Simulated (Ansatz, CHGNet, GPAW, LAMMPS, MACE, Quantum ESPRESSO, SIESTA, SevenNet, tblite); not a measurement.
# 47In2O3-53ZnO (mol %) with crystalline order left by the classical run (65 atoms) in GPAW

Wanted: GPAW inputs and outputs for 47In2O3-53ZnO (mol %) with crystalline order left by the classical run (65 atoms), checked against a plane-wave reference.

Calculated with GPAW 26.7.0; the method is named at each step.

## Step 1: Starting point

The cell holds 65 atoms: 18 In, 10 Zn and 37 O. Cell: a = 9.427 Å, b = 9.427 Å, c = 9.427 Å, α = 90.0°, β = 90.0°, γ = 90.0°. 65 atoms (18 Sc, 10 Zn, 37 O) placed at random at 4.13 g/cm³, melted at 5000 K for 10 ps at fixed volume with the Morse and Coulomb pair potential with partial charges (Pedone, Malavasi, Menziani, Cormack and Segre, J. Phys. Chem. B 110, 11780 (2006)). Quenched from 5000 K to 300 K at 30 K/ps and fixed volume, held 10 ps at zero pressure, then minimised at fixed cell. Then Sc was replaced by In and the cell scaled by 1.027 (the potential has no terms for the new elements, so the cell is a start for a DFT relaxation).

The yardstick, on the same geometry:

| Property | Result |
| --- | --- |
| method | Kohn-Sham DFT, PBE, SSSP efficiency 1.3.0 pseudopotentials, plane waves (Quantum ESPRESSO 7.5); sssp-pbe-1.3.0-efficiency, cutoffs 60/480 Ry, Γ point |
| r.m.s. force component | 0.31 eV/Å |
| longest force | 0.9104 eV/Å |
| pressure | 2.61 GPa |
| time | 3.4 min on 4 MPI ranks of Arm Neoverse V1, shared host |
| CPU time | 14 min |

## Step 2: PBE, LCAO dzp, h 0.18 Å

Method: Kohn-Sham DFT, PBE, PAW, atomic orbitals (dzp).

Input file run.py:

```python
import numpy as np
from ase.io import read
from gpaw import GPAW, FermiDirac

atoms = read("structure.xyz")
atoms.calc = GPAW(
    mode="lcao",
    basis="dzp",
    h=0.18,
    xc="PBE",
    kpts={"size": (1, 1, 1), "gamma": True},
    occupations=FermiDirac(0.05),
    maxiter=200,
    symmetry={"point_group": False},
    txt="gpaw.txt",
)
energy = atoms.get_potential_energy(force_consistent=True)
forces = atoms.get_forces()
print(f"energy {energy:.6f} eV")
print("forces (eV/A)")
for i, (a, f) in enumerate(zip(atoms, forces)):
    print(f"{i:4d} {a.symbol:2s} {f[0]:10.5f} {f[1]:10.5f} {f[2]:10.5f}")
print(f"Fermi level {atoms.calc.get_fermi_level():.4f} eV")
for k in range(len(atoms.calc.get_ibz_k_points())):
    for s in range(atoms.calc.get_number_of_spins()):
        e = atoms.calc.get_eigenvalues(kpt=k, spin=s)
        n = np.searchsorted(e, atoms.calc.get_fermi_level())
        print(f"k {k} spin {s} levels about the Fermi level:", np.round(e[max(n - 6, 0):n], 4).tolist(), "|", np.round(e[n:n + 6], 4).tolist())
```

Input file structure.xyz:

```xyz
65
Lattice="9.42721 0.00000 0.00000 0.00000 9.42721 0.00000 0.00000 0.00000 9.42721" Properties=species:S:1:pos:R:3 pbc="T T T"
In 6.90468 9.22207 5.72458
In 1.39400 1.10421 2.31174
In 8.95943 4.21019 3.30801
In 7.24161 1.26391 2.22133
In 7.45975 5.79651 6.33848
In 1.10261 5.80085 5.86306
In 2.56354 1.28483 7.98824
In 5.71063 1.61611 8.18942
In 4.08971 1.21272 4.57484
In 4.11243 5.99976 0.81310
In 8.77013 7.48181 3.34279
In 4.15410 7.69072 6.70727
In 0.92830 7.39706 9.26525
In 2.57495 7.56213 3.35637
In 8.88656 1.26381 8.43650
In 0.84213 9.05597 5.77294
In 5.65076 4.44813 3.51805
In 7.31514 5.77794 1.08715
Zn 4.17361 2.86681 1.21356
Zn 3.99883 9.33086 0.88474
Zn 6.59339 7.69930 8.63382
Zn 2.24377 4.15759 8.65729
Zn 5.58732 7.74172 3.17320
Zn 1.11439 2.79027 5.66754
Zn 2.54186 4.25045 3.22882
Zn 8.87930 4.21707 8.62778
Zn 7.34069 2.82741 5.78237
Zn 4.28014 4.41165 6.78448
O 5.61409 4.53232 1.32914
O 9.01288 1.10374 1.14475
O 7.47361 2.84485 7.98211
O 2.38678 1.13588 5.86109
O 4.83870 8.64909 4.87688
O 0.94828 9.11621 7.98937
O 0.99071 5.70327 8.01822
O 7.57637 5.87287 8.43688
O 3.38889 0.09719 2.87181
O 7.35549 5.86863 3.29613
O 8.90645 4.37206 5.57733
O 2.60144 1.41229 0.64492
O 3.99525 2.92206 8.12767
O 1.01201 5.89785 3.59148
O 1.07942 2.79027 3.54670
O 8.79257 4.29136 1.21932
O 7.21813 8.97932 3.51088
O 5.59769 1.34413 0.92867
O 8.88015 7.31872 5.59137
O 2.55157 4.31106 5.71600
O 4.15891 2.95524 3.37532
O 8.69754 1.04972 5.86372
O 2.61690 7.52584 1.08488
O 0.94781 2.71956 7.92282
O 5.71251 1.55540 5.97515
O 0.85995 8.89863 3.59544
O 7.21314 0.06740 8.10250
O 4.20001 6.16464 3.21996
[... 5 atom lines left out ...]
O 4.16089 9.29768 8.12230
O 2.34106 7.49520 5.64718
O 8.83198 7.31401 1.23968
O 6.22809 7.42176 6.65203
```

Started as:

```
> OMP_NUM_THREADS=1 python run.py > output.txt
```

What it wrote:

```text
energy -313.357299 eV
forces (eV/A)
   0 In    0.51499   -0.11511    0.12879
   1 In   -0.22376    0.04672   -0.32381
   2 In   -0.08201    0.15136   -0.51674
   3 In    0.21800    0.13418   -0.27048
   4 In   -0.20307    0.08112   -0.12503
   5 In    0.56720    0.16077    0.07995
   6 In    0.22072   -0.56805   -0.10112
   7 In    0.16803   -0.13225    0.05442
   8 In    0.14978   -0.02793    0.16636
   9 In    0.08116    0.22792   -0.22937
  10 In    0.18564   -0.16530   -0.20441
  11 In   -0.60045   -0.21975    0.27214
  12 In   -0.13599   -0.18419    0.20823
  13 In    0.18348   -0.31377    0.09017
  14 In   -0.36080   -0.50523   -0.06794
  15 In   -0.31329    0.00240    0.25498
  16 In   -0.02142    0.19447    0.03896
  17 In    0.02926   -0.29894    0.17965
  18 Zn    0.03500   -0.00471   -0.09903
  19 Zn    0.02346   -0.47132   -0.03223
  20 Zn    0.17153    0.64513    0.24283
  21 Zn   -0.06083    0.50952    0.29506
  22 Zn   -0.06061   -0.08565   -0.01034
  23 Zn    0.24486    0.00077    0.16862
[...]
57 O     0.02957    0.84758   -0.04940
  58 O    -0.20128   -0.22691    0.73130
  59 O    -0.25821   -0.84232   -0.09786
  60 O    -0.24708   -0.66374    0.19989
  61 O     0.42127    0.09089    0.63395
  62 O     0.26001    0.37083   -0.37494
  63 O    -0.08891    0.42236   -0.28830
  64 O     0.11747    0.34523    0.35461
Fermi level 5.4130 eV
k 0 spin 0 levels about the Fermi level: [4.8541, 4.9772, 5.0181, 5.0489, 5.1356, 5.2695] | [5.5516, 8.5339, 8.7564, 8.8373, 8.9141, 9.0361]
```

gpaw.txt:

```text
Input parameters:
  mode=LCAO(),
  basis={'default': 'dzp'},
  h=0.18,
  kpts=MonkhorstPack(size=(1, 1, 1), gamma=True),
  maxiter=200,
  occupations=Occupations(name='fermi-dirac', width=0.05, fixmagmom=False),
  symmetry=Symmetry(point_group=False),
  xc=XC(name='PBE')
Unit cell  # Å
| periodic |        x |        y |        z |  lengths |    angles |
|----------|----------|----------|----------|----------|-----------|
|      yes | 9.427210 | 0.000000 | 0.000000 | 9.427210 | 90.000000 |
|      yes | 0.000000 | 9.427210 | 0.000000 | 9.427210 | 90.000000 |
|      yes | 0.000000 | 0.000000 | 9.427210 | 9.427210 | 90.000000 |
Number of symmetries: 1
Symmetry operations  # r_c * U_cc + t_c -> r_c
|   | kind |            matrix            |
|---|------|------------------------------|
| 0 |  E   |  1, 0, 0,  0, 1, 0,  0, 0, 1 |
BZ-sampling:
  Number of BZ points: 1
  Number of IBZ points: 1
  Monkhorst-Pack size: [1, 1, 1]
  Monkhorst-Pack shift: [0, 0, 0]
[... lines left out ...]
  Fermi-Dirac:
[... lines left out ...]
xc functional:
  name: PBE with 2 nearest neighbor stencil
interpolation: tri-quintic # 5. degree polynomial
Initialization done in: 11.800 s
convergence criteria:
- Maximum [total energy] change in last 3 cyles: 0.0005 eV / valence electron
- Maximum integral of absolute [dens]ity change: 0.0001 electrons / valence electron
- Maximum integral of absolute [eigenst]ate change: 4e-08 eV^2 / valence electron
maximum number of iterations: 200
SCF iterations
|iter     |      energy | eigst |  dens |
|---------|-------------|-------|-------|
|iter:   1| -347.377092 |      c|       |
|iter:   2| -337.925856 |      c| -1.03 |
|iter:   3| -313.770101 |      c| -1.08 |
|iter:   4| -314.935048 |      c| -1.58 |
|iter:   5| -313.423756 |      c| -1.78 |
|iter:   6| -313.926608 |      c| -1.97 |
|iter:   7| -313.452167 |      c| -2.20 |
|iter:   8| -313.422686 |      c| -2.86 |
|iter:   9| -313.386787c|      c| -2.96 |
|iter:  10| -313.359656c|      c| -3.12 |
|iter:  11| -313.355715c|      c| -3.26 |
|iter:  12| -313.340218c|      c| -3.33 |
|iter:  13| -313.332067c|      c| -3.66 |
|iter:  14| -313.333839c|      c| -4.06c|
Converged in 14 steps
SCF loop duration: 307.963 s (21.997 s/step)
Energy contributions relative to reference atoms: (reference = -3443682.355554)
Energy contributions:
  Kinetic:         765.634480
  Coulomb:        -660.761530
  Zero:              8.714083
  External:          0.000000
  Xc:             -426.897413
  Entropy:          -0.046920
  Spinorbit:         0.000000
  ----------------------------
  Free energy:    -313.357299
  Extrapolated:   -313.333839
dipole moment: (50.665584, 45.295665, 30.588334)  # |e|*Ang
Fermi level: 5.413
Eigenvalues  # (at kpt = [0.000, 0.000, 0.000])
| band index |      eig [eV] | occ [0-2] |
|------------|---------------|-----------|
|          0 |       -13.161 |     2.000 |
|        ... |               |           |
|        280 |         4.800 |     2.000 |
|        281 |         4.814 |     2.000 |
[...]
|        295 |         9.226 |     0.000 |
|        ... |               |           |
|        349 |        14.940 |     0.000 |
Gap: 0.282 eV
Transition (v -> c):
  (s=0, k=0, n=287, [0.00, 0.00, 0.00]) -> (s=0, k=0, n=288, [0.00, 0.00, 0.00])
No difference between direct/indirect transitions
Force computation time: 54.470  # s
timing:  # [seconds]
  Total:  374.268  # ━━━━━━━━━━━━━━━━━━━━━━━━━━━━━━━━━━━━━━━━━━━━━━━━━━━━━━━━
  Init:    11.799  # ━━
  SCF:    307.963  # ━━━━━━━━━━━━━━━━━━━━━━━━━━━━━━━━━━━━━━━━━━━━━━
  Forces:  54.470  # ━━━━━━━━
```

Elapsed: 6.3 min, on 1 thread of Arm Neoverse V1, shared host; peak memory 1.6 GiB.

Banners, paths, timers and routine set-up lines are dropped from the logs unmarked, and long logs keep their key lines alone; longer cuts are marked.

Numbers from this run, and their distance from the reference:

```yaml
r_m_s_force_component: 0.3377 eV/Å
r_m_s_difference_of_force_components: 67.7 meV/Å
longest_difference_of_force_vectors: 224 meV/Å
force_difference_over_r_m_s_force: 21.84 %
slope_of_forces_against_the_reference_s: 1.069
correlation_of_force_components: 0.9818
spacing_of_highest_filled_and_lowest_empty_level: 0.2821 eV
```

Length of the force difference by element (eV/Å):

```
element  atoms   mean  most
     In     18  0.078  0.15
      O     37   0.11  0.21
     Zn     10   0.12  0.22
```

Levels nearest the highest filled one (eV from it): -0.42, -0.29, -0.25, -0.22, -0.13, 0.00, 0.28, 3.26, 3.49, 3.57, 3.64, 3.77.

Local excerpt of 9 atoms (numbers count through the whole input) about O58, picked at random; x, y, z are measured from there.

```
atom      x      y      z  distance (Å)  bonds     Fx     Fy  Fz (eV/Å)
 O58   0.00   0.00   0.00          0.00      4   0.03   0.85      -0.05
Zn21   0.86   0.30  -1.83          2.05      4   0.17   0.65       0.24
In10  -1.62  -1.40  -0.23          2.16      6   0.08   0.23      -0.23
Zn23  -0.15   0.34   2.13          2.17      4  -0.06  -0.09      -0.01
In18   1.58  -1.63   0.05          2.27      6   0.03  -0.30       0.18
Zn20  -1.74   1.93  -0.15          2.60      5   0.02  -0.47      -0.03
 O29  -0.12  -2.87   0.29          2.89      4  -0.37  -0.80       0.26
 O56  -1.53  -1.24   2.18          2.94      4   0.11   0.25      -0.16
 O64   3.10  -0.09   0.20          3.10      3  -0.09   0.42      -0.29
```

Atoms are counted from 1 here, from 0 in the log.

Forces lie 22 % from the reference's, at 0.46 times its CPU time (on 1 against 4 cores).

## Step 3: PBE, LCAO dzp, h 0.25 Å

Method: Kohn-Sham DFT, PBE, PAW, atomic orbitals (dzp).

Edit run.py of step 2 so:

```diff
@@ -8,3 +8,3 @@
     basis="dzp",
-    h=0.18,
+    h=0.25,
     xc="PBE",
```

structure.xyz is that of step 2.

What it wrote:

```text
energy -283.546969 eV
forces (eV/A)
   0 In    0.48374   -0.15279    0.12782
   1 In   -0.25434   -0.00178   -0.28370
   2 In   -0.11978    0.13635   -0.46221
   3 In    0.25244    0.17509   -0.28333
   4 In   -0.18335    0.04946   -0.16222
   5 In    0.51896    0.14922    0.03666
   6 In    0.27457   -0.52980   -0.12336
   7 In    0.17430   -0.16256    0.02247
   8 In    0.15142    0.00844    0.12980
   9 In    0.12855    0.23831   -0.25441
  10 In    0.18915   -0.14191   -0.17492
  11 In   -0.63731   -0.24025    0.32464
  12 In   -0.11117   -0.22679    0.19272
  13 In    0.22091   -0.26429    0.13136
  14 In   -0.35138   -0.48600   -0.10096
  15 In   -0.35230    0.01361    0.25372
  16 In   -0.01521    0.19592    0.03649
  17 In    0.03331   -0.30274    0.19100
  18 Zn    0.04282    0.00246   -0.10133
  19 Zn    0.00701   -0.48616   -0.03277
  20 Zn    0.17195    0.64654    0.26271
  21 Zn   -0.05569    0.51783    0.27112
  22 Zn   -0.08499   -0.07693   -0.01532
  23 Zn    0.23412    0.01379    0.15832
[...]
57 O     1.15410   -1.18640    0.27095
  58 O     1.65990   -1.09963    0.76220
  59 O     0.38990    0.19987   -1.11428
  60 O     0.71197   -0.97905    0.32129
  61 O     1.63356    0.16158    0.43240
  62 O     0.82580    1.66201    0.38672
  63 O     1.77472    1.32618    1.43099
  64 O     1.89648   -1.17299   -0.69337
Fermi level 5.4128 eV
k 0 spin 0 levels about the Fermi level: [4.8655, 4.9892, 5.0364, 5.0596, 5.1481, 5.271] | [5.5485, 8.5457, 8.7656, 8.8494, 8.9268, 9.0452]
```

gpaw.txt:

```text
Input parameters:
  mode=LCAO(),
  basis={'default': 'dzp'},
  h=0.25,
  kpts=MonkhorstPack(size=(1, 1, 1), gamma=True),
  maxiter=200,
  occupations=Occupations(name='fermi-dirac', width=0.05, fixmagmom=False),
  symmetry=Symmetry(point_group=False),
  xc=XC(name='PBE')
Unit cell  # Å
| periodic |        x |        y |        z |  lengths |    angles |
[... lines left out ...]
  Fermi-Dirac:
[... lines left out ...]
convergence criteria:
- Maximum [total energy] change in last 3 cyles: 0.0005 eV / valence electron
[... lines left out ...]
Converged in 14 steps
[... lines left out ...]
  Free energy:    -283.546969
  Extrapolated:   -283.522360
dipole moment: (51.622043, 45.995566, 30.332900)  # |e|*Ang
Fermi level: 5.413
Eigenvalues  # (at kpt = [0.000, 0.000, 0.000])
| band index |      eig [eV] | occ [0-2] |
|------------|---------------|-----------|
|          0 |       -13.187 |     2.000 |
|        ... |               |           |
|        280 |         4.817 |     2.000 |
|        281 |         4.824 |     2.000 |
[...]
|        295 |         9.230 |     0.000 |
|        ... |               |           |
|        349 |        14.955 |     0.000 |
Gap: 0.278 eV
Transition (v -> c):
  (s=0, k=0, n=287, [0.00, 0.00, 0.00]) -> (s=0, k=0, n=288, [0.00, 0.00, 0.00])
No difference between direct/indirect transitions
Force computation time: 21.769  # s
timing:  # [seconds]
  Total:  153.171  # ━━━━━━━━━━━━━━━━━━━━━━━━━━━━━━━━━━━━━━━━━━━━━━━━━━━━━━━━
  Init:     9.437  # ━━━╸
  SCF:    121.931  # ━━━━━━━━━━━━━━━━━━━━━━━━━━━━━━━━━━━━━━━━━━━━╸
  Forces:  21.769  # ━━━━━━━━
```

Run time: 2.6 min. Hardware: 1 thread; peak memory 0.69 GiB.

Against the reference:

| Quantity | Value |
| --- | --- |
| r.m.s. force component | 0.982 eV/Å |
| r.m.s. difference of force components | 932 meV/Å |
| longest difference of force vectors | 2638 meV/Å |
| force difference over r.m.s. force | 300.6 % |
| slope of forces against the reference's | 0.9974 |
| correlation of force components | 0.3149 |
| gap (highest filled to lowest empty level) | 0.2775 eV |
| energy less the same-level run's | 458.6 meV/atom |
| r.m.s. force difference from the same-level run | 929.7 meV/Å |

This is a coarse setting, run to see what it loses.

Against the first run (22 %), the force difference from the reference is 301 %, at 0.41 times the CPU time: the grid matters here.

The difference per atom is largest on O (2.1 eV/Å on average, against 0.12 on Zn). The forces add up to 16 eV/Å instead of zero, usually a sign of too coarse a grid.

## Step 4: PBE, grid h 0.24 Å

Method: Kohn-Sham DFT, PBE, PAW, finite differences on a real-space grid.

Edit run.py of step 3 so:

```diff
@@ -3,2 +3,3 @@
 from gpaw import GPAW, FermiDirac
+from ase.parallel import parprint as print
 
@@ -6,5 +7,4 @@
 atoms.calc = GPAW(
-    mode="lcao",
-    basis="dzp",
-    h=0.25,
+    mode="fd",
+    h=0.24,
     xc="PBE",
@@ -14,2 +14,3 @@
     symmetry={"point_group": False},
+    nbands=341,
     txt="gpaw.txt",
```

structure.xyz is that of step 3.

Started as:

```
> OMP_NUM_THREADS=1 mpirun -np 2 gpaw python run.py > output.txt
```

What it wrote:

```text
energy -360.617170 eV
forces (eV/A)
   0 In    0.36503   -0.06893    0.14153
   1 In   -0.23963    0.05585   -0.40729
   2 In   -0.11229    0.16288   -0.74537
   3 In    0.21505    0.18161   -0.28824
   4 In   -0.22476    0.18209    0.07868
   5 In    0.59579    0.11178    0.08968
[...]
62 O     0.36301    0.72534   -0.15448
  63 O    -0.03046    0.26843   -0.67170
  64 O    -0.13024    0.29266   -0.03212
Fermi level 5.4104 eV
k 0 spin 0 levels about the Fermi level: [4.761, 4.8959, 4.9232, 4.9607, 5.0818, 5.2369] | [5.5812, 8.4776, 8.7265, 8.7984, 8.8737, 8.9904]
```

gpaw.txt:

```text
Input parameters:
  mode=FD(),
  h=0.24,
  kpts=MonkhorstPack(size=(1, 1, 1), gamma=True),
  maxiter=200,
  nbands=341,
  occupations=Occupations(name='fermi-dirac', width=0.05, fixmagmom=False),
[... lines left out ...]
  Converge bands: occupied
[... lines left out ...]
  Fermi-Dirac:
[... lines left out ...]
convergence criteria:
- Maximum [total energy] change in last 3 cyles: 0.0005 eV / valence electron
[... lines left out ...]
Converged in 46 steps
[... lines left out ...]
  Free energy:    -360.617170
[... lines left out ...]
Fermi level: 5.410
[... lines left out ...]
|        ... |               |           |
|        280 |         4.708 |     2.000 |
|        281 |         4.726 |     2.000 |
[...]
|        295 |         9.180 |     0.000 |
|        ... |               |           |
|        340 |        14.229 |     0.000 |
Gap: 0.344 eV
Transition (v -> c):
  (s=0, k=0, n=287, [0.00, 0.00, 0.00]) -> (s=0, k=0, n=288, [0.00, 0.00, 0.00])
No difference between direct/indirect transitions
Force computation time: 4.553  # s
```

Elapsed: 7 min, on 2 MPI ranks; peak memory 1.3 GiB.

Numbers from this run, and their distance from the reference:

* r.m.s. force component: 0.3822 eV/Å
* r.m.s. difference of force components: 232.1 meV/Å
* longest difference of force vectors: 709.1 meV/Å
* force difference over r.m.s. force: 74.86 %
* slope of forces against the reference's: 0.9797
* correlation of force components: 0.7953
* gap (highest filled to lowest empty level): 0.3443 eV

This is a coarse setting, run to see what it loses.

Against the first run (22 %), the force difference from the reference is 75 %, at 2.2 times the CPU time (on 2 against 1 cores) (46 SCF steps against 14).

The difference per atom is largest on O (0.52 eV/Å on average, against 0.056 on In). The forces add up to 1.8 eV/Å instead of zero, usually a sign of too coarse a grid.

(Continued in part 2 of 2.)

[Also dropped from logs without a mark: logging warnings of Python, and SIESTA's first energy breakdown and zero terms.]

[Logs are printed without paths, hosts, clocks, repeated set-up lines and the standing remarks that a program may print on its own settings, such as how far it seeks lower states.]

[Hosts, paths, dates, database ids (printed as entryN), source tags and the programs' standing remarks are cut or masked in the printed files.]
